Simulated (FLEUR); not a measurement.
# Anisotropy of FePt (volume factor 0.88 on the database's cell) with FLEUR, part 2 of 2

Wanted: anisotropy for FePt (volume factor 0.88 on the database's cell), with the cost of each step.

FLEUR MaX-R8.1; PBE; all-electron FLAPW, Dirac cores, scalar-relativistic bands.

So far. Step 2 (Self-consistent state): After 25 cycles the largest moment stands at 2.69 μB.

## 5. Spin–orbit coupling, moments along [001]

Level of this step: PBE; all-electron FLAPW, Dirac cores, scalar-relativistic bands with spin-orbit coupling (FLEUR).

Spin–orbit coupling ties the spins to the lattice and lets orbital moments form.

A new self-consistent run of the start ferro +, with the moments along z. The k list default-1 (kpts.xml, not shown) is a Γ-centred 21×21×16 mesh.

File inp.xml:

```
<?xml version="1.0" encoding="UTF-8" standalone="no"?>
<fleurInput fleurInputVersion="0.39">
   <comment>
      FePt
   </comment>
   <calculationSetup>
      <cutoffs Kmax="3.6" Gmax="10.8" GmaxXC="10.8" numbands="72"/>
      <scfLoop itmax="110" minDistance="0.00002" maxIterBroyd="15" imix="Anderson" alpha="0.05" precondParam="0.0" spinf="2.0" sdNocoIR="T"/>
      <coreElectrons ctail="T" frcor="F" kcrel="0" coretail_lmax="0"/>
      <xcFunctional name="pbe" relativisticCorrections="F"/>
      <magnetism jspins="2"/>
      <soc l_soc="T" theta="0.0" phi="0.0" spav="F"/>
      <expertModes spex="0" secvar="F"/>
      <geometryOptimization l_f="F" forcealpha="1.0" forcemix="BFGS" epsdisp="0.00001" epsforce="0.00001"/>
      <ldaU l_linMix="F" mixParam="0.05" spinf="1.0"/>
   </calculationSetup>
   <cell>
      <bzIntegration valenceElectrons="32.0" mode="hist" fermiSmearingEnergy="0.00183747">
         <kPointListSelection listName="default-1"/>
         <xi:include xmlns:xi="http://www.w3.org/2001/XInclude" href="kpts.xml"> </xi:include>
      </bzIntegration>
      <xi:include xmlns:xi="http://www.w3.org/2001/XInclude" href="sym.xml"> </xi:include>
      <bulkLattice scale="1.0">
         <bravaisMatrix>
            <row-1>    4.9319705123182453     0.0000000000000000     0.0000000000000000</row-1>
            <row-2>    0.0000000000000000     4.9319705123182453     0.0000000000000000</row-2>
            <row-3>    0.0000000000000000     0.0000000000000000     6.7365266237907395</row-3>
         </bravaisMatrix>
      </bulkLattice>
   </cell>
   <atomSpecies>
      <species name="Iron (Fe) 2.800" element="Fe" atomicNumber="26">
         <mtSphere radius="2.36" gridPoints="781" logIncrement="0.016"/>
         <atomicCutoffs lmax="8" lnonsphr="6"/>
         <electronConfig flipSpins="F">
            <coreConfig>(1s1/2) (2s1/2) (2p1/2) (2p3/2)</coreConfig>
            <valenceConfig>(3s1/2) (3p1/2) (3p3/2) (4s1/2) (3d3/2) (3d5/2)</valenceConfig>
            <stateOccupation state="(3d3/2)" spinUp="1.4" spinDown="1.0"/>
            <stateOccupation state="(3d5/2)" spinUp="3.0" spinDown="0.6"/>
         </electronConfig>
         <energyParameters s="4" p="4" d="3" f="4"/>
         <lo type="SCLO" l="0" n="3" eDeriv="0"/>
         <lo type="SCLO" l="1" n="3" eDeriv="0"/>
      </species>
      <species name="Platinum (Pt)" element="Pt" atomicNumber="78">
         <mtSphere radius="2.36" gridPoints="781" logIncrement="0.017"/>
         <atomicCutoffs lmax="8" lnonsphr="6"/>
         <electronConfig flipSpins="F">
            <coreConfig>(1s1/2) (2s1/2) (2p1/2) (2p3/2) (3s1/2) (3p1/2) (3p3/2) (4s1/2) (3d3/2) (3d5/2) (4p1/2) (4p3/2) (5s1/2) (4d3/2) (4d5/2) (4f5/2) (4f7/2)</coreConfig>
            <valenceConfig>(5p1/2) (5p3/2) (6s1/2) (5d3/2) (5d5/2)</valenceConfig>
            <stateOccupation state="(6s1/2)" spinUp="0.500000" spinDown="0.500000"/>
            <stateOccupation state="(5d3/2)" spinUp="1.800000" spinDown="1.800000"/>
            <stateOccupation state="(5d5/2)" spinUp="2.700000" spinDown="2.700000"/>
         </electronConfig>
         <energyParameters s="6" p="6" d="5" f="5"/>
         <lo type="SCLO" l="1" n="5" eDeriv="0"/>
      </species>
   </atomSpecies>
   <atomGroups>
      <atomGroup species="Iron (Fe) 2.800">
         <relPos label="                   1">.0000000000 .0000000000 .0000000000</relPos>
         <force calculate="T" relaxXYZ="TTT"/>
      </atomGroup>
      <atomGroup species="Platinum (Pt)">
         <relPos label="                   2">1.000/2.000 1.000/2.000 1.000/2.000</relPos>
         <force calculate="T" relaxXYZ="TTT"/>
      </atomGroup>
   </atomGroups>
   <output dos="F" band="F" slice="F">
      <bandDOS minEnergy="-.5*Htr" maxEnergy="0.5*Htr" sigma="0.015" storeEVData="T"/>
      <plotting iplot="0" polar="F">
         <plot TwoD="T" vec1="  1.0  0.0  0.0" vec2="  0.0  1.0  0.0" vec3="  0.0  0.0  1.0" zero="  0.0  0.0  0.0" file="plot"/>
      </plotting>
      <moessbauerParams electricFieldGradient="F" isomerShift="F" coreHyperfine="F" valenceHyperfine="F"/>
   </output>
</fleurInput>
```

File crystal.txt:

```
FePt
&input film=F cartesian=F /
2.60988640000  0.00000000000  0.00000000000
0.00000000000  2.60988640000  0.00000000000
0.00000000000  0.00000000000  3.56481637000
1.8897261246
1.0 1.0 1.0

2
26 0.00000000000  0.00000000000  0.00000000000 : 2.800
78 0.50000000000  0.50000000000  0.50000000000

&soc 0.0000000 0.0000000 /
&kpt div1=21 div2=21 div3=16 gamma=T /
```

The run is started by

```console
$ OMP_NUM_THREADS=1 inpgen -f crystal.txt > inpgen.log  # inp.xml is then edited as shown
$ OMP_NUM_THREADS=1 mpirun -n 4 fleur_MPI > fleur.log
```

Log:

```text
[banner, memory and clock lines left out]
Welcome to FLEUR        (www.flapw.de)
      MaX-Release 8.1          (www.max-centre.eu)

 ========== k-point set info ==========
 Selected k-point list: default-1
 k-point list type: mesh
 0 x 0 x 0
 Number of k points: 1000

 [... set-up left out ...]
 Iteration:     1   Distance:      43.26626452 me/bohr^3
 Iteration:     2   Distance:      19.80272258 me/bohr^3
 Iteration:     3   Distance:      14.29056360 me/bohr^3
 Iteration:     4   Distance:       8.88357389 me/bohr^3
 Iteration:     5   Distance:       5.75511320 me/bohr^3
 Iteration:     6   Distance:       5.98340078 me/bohr^3
 Iteration:     7   Distance:       3.16982400 me/bohr^3
 Iteration:     8   Distance:       2.99701673 me/bohr^3
 Iteration:     9   Distance:       1.14440760 me/bohr^3
 Iteration:    10   Distance:       0.94858426 me/bohr^3
 Iteration:    11   Distance:       0.20876213 me/bohr^3
 Iteration:    12   Distance:       0.27319491 me/bohr^3
 Iteration:    13   Distance:       0.09112144 me/bohr^3
 Iteration:    14   Distance:       0.03631595 me/bohr^3
[... lines left out ...]
 Iteration:    19   Distance:       0.00227214 me/bohr^3
 Iteration:    20   Distance:       0.00169129 me/bohr^3
 Iteration:    21   Distance:       0.00057379 me/bohr^3
 Iteration:    22   Distance:       0.00017842 me/bohr^3
 Iteration:    23   Distance:       0.00009302 me/bohr^3
 Iteration:    24   Distance:       0.00005918 me/bohr^3
 Iteration:    25   Distance:       0.00000969 me/bohr^3

 ********************************************************************
 Run finished successfully
 Stop message:
   all done
 ********************************************************************

--- out.xml (last complete iteration) ---
<iteration numberForCurrentRun="   25" overallNumber="   25">
         [... left out ...]
         <bandgap value="0.0000000000" units="eV"/>
         <sumValenceSingleParticleEnergies value="-15.4283247804" units="Htr"/>
         <FermiEnergy value="0.5318781872" units="Htr"/>
         [... left out ...]
         <magneticMomentsInMTSpheres units="muBohr">
            <globalMagMoment atomType="1" vec="0.00000   0.00000   2.68140"/>
            <globalMagMoment atomType="2" vec="0.00000   0.00000   0.36757"/>
         </magneticMomentsInMTSpheres>
         <orbitalMomentsInMTSpheres units="muBohr">
            <globalMagMoment atomType="1" vec="0.00000   0.00000   0.04856"/>
            <globalMagMoment atomType="2" vec="0.00000   0.00000   0.02877"/>
         </orbitalMomentsInMTSpheres>
         [... left out ...]
         <totalEnergy value="   -19719.5784011247" units="Htr">
            <sumOfEigenvalues value="   -12052.1809496555">
               <coreElectrons value="-12036.7526248751"/>
               <valenceElectrons value="-15.4283247804"/>
            </sumOfEigenvalues>
         [... left out ...]
            <freeEnergy value="-19719.5787583837"/>
            <extrapolationTo0K value="-19719.5785797542"/>
         </totalEnergy>
         <densityConvergence units="me/bohr^3">
            <chargeDensity spin="1" distance="0.0000065089"/>
            <chargeDensity spin="2" distance="0.0000060539"/>
            <overallChargeDensity distance="0.0000080082"/>
            <spinDensity distance="0.0000096903"/>
         </densityConvergence>
      </iteration>
```

The job ended after 6.4 min (4 MPI ranks of Arm Neoverse V2, shared host; peak memory 0.92 GiB).

Numbers from this step:

| Property | Result |
| --- | --- |
| free energy | -536597.0742 eV |
| program's band gap on this mesh (in a metal only a level spacing) | 0 eV |
| magnetization | 2.995 μB |
| final state | ferromagnetic |
| largest moment | 2.681 μB |
| orbital moment along the spin | 0.04856 μB |

Orbital moment in the sphere, along the spin axis by atom:

```
atom  orbital moment in the sphere, along the spin axis (μB)
 Fe1                                                  0.0486
 Pt2                                                  0.0288
```

## 6. Summary of results

```yaml
reference_state: ferromagnetic
largest_sphere_moment: 2.69 μB
easy_direction_of_those_tried: [001]
energy_along_100_less_001_force_theorem: 3.64 meV a primitive cell
orbital_moment_on_the_atom_of_largest_spin_along_its_spin_spin_orbit_run: 0.0486 μB
```

In words: By the force theorem the moments prefer [001]; shape anisotropy is not in it. The difference for the second direction goes from 3.0 meV (mesh 15×15×11, 72 states, 4.6 min of CPU time) to 3.6 meV (mesh 21×21×16, 72 states, 13 min), so it is not converged. On the atom of largest spin the orbital moment is almost quenched. The state was typed, and no other order was converged beside it, so it need not be the ground state.

[Logs and program files are shortened in this print: banners, set-up blocks, solver, clock and traceback lines can be left out without a mark of their own.]

[Logs are printed without paths, hosts, clocks, repeated set-up lines and the standing remarks that a program may print on its own settings, such as how far it seeks lower states.]

[Hosts, paths, dates, database ids (printed as entryN), source tags and the programs' standing remarks are cut or masked in the printed files.]

[Where a cell is said to come from a database of computed structures, the database is the Materials Project.]
